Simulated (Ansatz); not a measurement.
Rows from a G0W0 calculation on InF3 (R-3c) (Ansatz 0.2.0; G0W0 on LDA, plane waves, PAW; 4×4×4 mesh, 911 empty bands, screening to 230 eV, plasmon pole), in eV. Spin-orbit coupling is left out.

```tsv
row	Σx	Σc	Vxc	Z
A	-15.16	-4.51	-22.17	0.83
B	-14.90	-4.11	-21.28	0.84
C	-11.72	-3.32	-16.62	0.86
D	-14.59	-3.64	-20.22	0.85
E	-32.41	5.80	-24.73	0.79
F	-32.31	5.83	-24.59	0.79
```

Q: Which rows are filled states and which are empty ones, and how can one tell?

Filled: E and F. Empty: A, B, C and D. The sign of Σc tells: for a filled state bare exchange, which holds its interaction with itself, lies below Vxc (Σx − Vxc is -7.7 eV or lower here) and screening gives part back as a positive Σc. For an empty state Σx lies above Vxc (+4.9 eV or more) and the Coulomb hole leaves Σc negative.

[Paths, hosts, dates, memory and timing lines, banners, echoed tables and standing remarks are left out of the program output.]

[Logs are printed without paths, hosts, clocks, repeated set-up lines and the standing remarks that a program may print on its own settings, such as how far it seeks lower states.]

[Runs of the session that timed out or met a known fault of the program may be left out.]

[Cells called generated may have been cut or substituted from an entry of the Crystallography Open Database or the Materials Project.]

[Hosts, paths, dates, database ids (printed as entryN), source tags and the programs' standing remarks are cut or masked in the printed files.]
